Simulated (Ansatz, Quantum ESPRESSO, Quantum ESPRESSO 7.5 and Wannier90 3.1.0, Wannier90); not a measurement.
# armchair graphene ribbon, 7 dimer lines: Wannier functions and conductance

Wanted: localised orbitals and the quantum conductance of this wire: armchair graphene ribbon, 7 dimer lines.

Calculated with Quantum ESPRESSO 7.5 and Wannier90 3.1.0; plane-wave DFT, PBE, GBRV ultrasoft pseudopotentials (cross-check by Ansatz 0.2.0 with PAW datasets).

## (1) The structure

The cell holds 18 atoms: 14 C and 4 H. Cell: a = 17.266 Å, b = 9.000 Å, c = 4.260 Å, α = 90.0°, β = 90.0°, γ = 90.0°. It derives from C. Vacuum lies along a and b. The structure's axis is c.

## (2) Self-consistent run

File scf.in:

```
&control
  prefix = 'scf'
  outdir = './out'
  pseudo_dir = './pseudo'
  calculation = 'scf'
  tprnfor = .true.
/
&system
  ibrav = 0
  nat = 18
  ntyp = 2
  ecutwfc = 34
  ecutrho = 170
  occupations = 'smearing'
  smearing = 'mv'
  degauss = 0.005
/
&electrons
  conv_thr = 1e-07
  mixing_beta = 0.4
  electron_maxstep = 120
  mixing_mode = 'local-TF'
/
ATOMIC_SPECIES
  C   12.0110  c_pbe_v1.2.uspp.F.UPF
  H   1.0080  h_pbe_v1.4.uspp.F.UPF
CELL_PARAMETERS angstrom
  17.26647182049349 0.00000000000000 0.00000000000000
  0.00000000000000 9.00000000000000 0.00000000000000
  0.00000000000000 0.00000000000000 4.26000000000000
ATOMIC_POSITIONS crystal
  C   -0.142444396000 0.000000000000 0.000000000000
  C   0.000000000000 0.000000000000 0.000000000000
  C   0.142444396000 0.000000000000 0.000000000000
  H   -0.268337154000 0.000000000000 0.038732394400
  H   0.268337154000 0.000000000000 0.038732394400
  C   -0.213666594000 0.000000000000 0.166666666700
  C   -0.071222198000 0.000000000000 0.166666666700
  C   0.071222198000 0.000000000000 0.166666666700
  C   0.213666594000 0.000000000000 0.166666666700
  C   -0.213666594000 0.000000000000 0.500000000000
  C   -0.071222198000 0.000000000000 0.500000000000
  C   0.071222198000 0.000000000000 0.500000000000
  C   0.213666594000 0.000000000000 0.500000000000
  H   -0.268337154000 0.000000000000 0.627934272300
  H   0.268337154000 0.000000000000 0.627934272300
  C   -0.142444396000 0.000000000000 0.666666666700
  C   0.000000000000 0.000000000000 0.666666666700
  C   0.142444396000 0.000000000000 0.666666666700
K_POINTS automatic
  1 1 16 0 0 0
```

Started as:

```bash
> OMP_NUM_THREADS=1 mpirun -n 4 pw.x -nk 1 -in scf.in > scf.out
```

Then come: full uniform mesh without symmetry; neighbour list from wannier90 -pp; overlaps and projections; localisation, bands and conductance; neighbour list from wannier90 -pp, with dis_froz_max − E_F = -2.0; localisation, bands and conductance, with dis_froz_max − E_F = -2.0; neighbour list from wannier90 -pp, with dis_froz_max − E_F = 12.0; wannier functions and transport, with dis_froz_max − E_F = 12.0; the same in Ansatz. Settings of the main run: cutoff 34 Ry, smearing, Marzari-Vanderbilt smearing, smearing width 0.005 Ry, SCF threshold 1.00e-7 Ry, gbrv-pbe-1.5 potentials, 1×1×16 k-mesh, mpi ranks 4, pools 1, omp threads 1.

Before running: what should come out for the gap in the conductance, to one step of the energy grid?

The wire has no channel at the Fermi level: its conductance has a gap of 1.52 eV. Between -2 and 0.8 eV the channel count from Wannier functions equals that from Ansatz's layer matching at 89 % of the energies; outside the frozen window the Wannier bands are not held to the plane-wave ones. Each plane-wave level in the frozen window has a Wannier level within 0.01 eV; this test doesn't see extra bands that a model may add.

* open channels at the Fermi level, per spin: 0
* gap in the conductance, to one step of the energy grid: 1.52 eV
* largest band misfit in the frozen window: 0.00522 eV
* channels at the Fermi level by Ansatz: 0

At least one function lies in the vacuum, so the spreads don't describe atomic orbitals, though the frozen bands are still reproduced. The wire is perfect, so the conductance only counts bands: each channel, with its partner of the other spin, carries G₀ = 2e²/h. It was run without spin polarisation, which was not tested. It is as built, with forces up to 2.2 eV/Å; relaxing the bonds would move the band edges.

[Logs are printed without paths, hosts, clocks, repeated set-up lines and the standing remarks that a program may print on its own settings, such as how far it seeks lower states.]

[Hosts, paths, dates, database ids (printed as entryN), source tags and the programs' standing remarks are cut or masked in the printed files.]

[Maps of the electrostatic potential energy from Ansatz leave out the sawtooth potential of an applied field or a dipole correction, so their vacuum need not be flat; planar profiles and work functions include it.]
